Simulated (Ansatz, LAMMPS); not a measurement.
# Static equation of state of glassy B2O3 (85 atoms)

Density of this cell: 1.94 g/cm³. The cell holds 85 atoms: 34 B and 51 O. Cell: a = 9.951 Å, b = 10.443 Å, c = 9.811 Å, α = 86.5°, β = 94.1°, γ = 92.7°. The starting structure: 85 atoms (34 B, 51 O) placed at random at 1.8 g/cm³, melted at 3000 K for 20 ps at fixed volume with the Buckingham and Coulomb pair potential of Guillot and Sator (Geochim. Cosmochim. Acta 71, 1249 (2007)) with the boron terms of Wang et al. (J. Non-Cryst. Solids 498, 294 (2018)). Quenched from 3000 K to 300 K at 10 K/ps and fixed volume, held 5 ps.

Calculated with Ansatz 0.2.0: Kohn-Sham DFT, PBE, PAW (set soft_2), plane waves; cutoff 420 eV, Γ point, fermi-dirac smearing of 0.025 eV. Cell and atoms were relaxed first, to V0 = 11.931 Å³ an atom at a residual P0 = -0.002 GPa. The cell was then scaled evenly, and the atoms were relaxed at each volume.

| volume (Å³/atom) | pressure (GPa) |
| --- | --- |
| 10.738 | 3.675 |
| 11.215 | ? |
| 11.573 | 1.100 |
| 12.289 | -1.077 |
| 12.647 | -2.188 |

Task: Fit the third-order Birch–Murnaghan equation to the rows given and interpolate to the withheld row.

Worked fit:

Take the Eulerian strain f = ½[(V0/V)^(2/3) − 1] and the normalised pressure F = (P − P0) / [3f(1 + 2f)^(5/2)]. The third-order Birch–Murnaghan equation is then the line F = B0 + (3/2)B0(B′ − 4) f, so u = f and v = F.

```
      u = f  v = F (GPa)
  0.0363830      28.2661
  0.0102567      34.0450
-0.00975628      38.5675
 -0.0190504      42.1548
```

With n = 4: mean u = 0.00445828, mean v = 35.7584, Σ(u − ū)² = 0.0018075, Σ(u − ū)(v − v̄) = -0.43943. Slope b = -0.43943 / 0.0018075 = -243.11; intercept a = v̄ − b ū = 36.842.

So B0 = a = 36.8 GPa and B′ = 4 + 2b/(3a) = -0.399. At the withheld volume f = 0.02106, F = a + b f = 31.72 GPa, and P = P0 + 3f(1 + 2f)^(5/2) F.

Prediction at 11.215: 2.220 GPa. The run gave 2.201 GPa, so the fit is high by 0.018 GPa (0.83 % of the value).

Among the rows given, the largest miss of the fit is at 12.647, by 0.035 GPa (0.60 % of the range of the table).

Limits: Static cells at zero temperature; the cell shape is held. The program notes that the SCF threshold of these relaxations is loose for the stress. The quench rate of 10 K/ps is many orders above laboratory rates, so the cell is likely richer in defects and strain than a real sample. The network of bonds at the start is that of the classical potential that made the cell, and needn't be the one that DFT or experiment would give. Only the Γ point is sampled, in a cell whose shortest periodic width is 10 Å.

[Logs are printed without paths, hosts, clocks, repeated set-up lines and the standing remarks that a program may print on its own settings, such as how far it seeks lower states.]

[Hosts, paths, dates, database ids (printed as entryN), source tags and the programs' standing remarks are cut or masked in the printed files.]
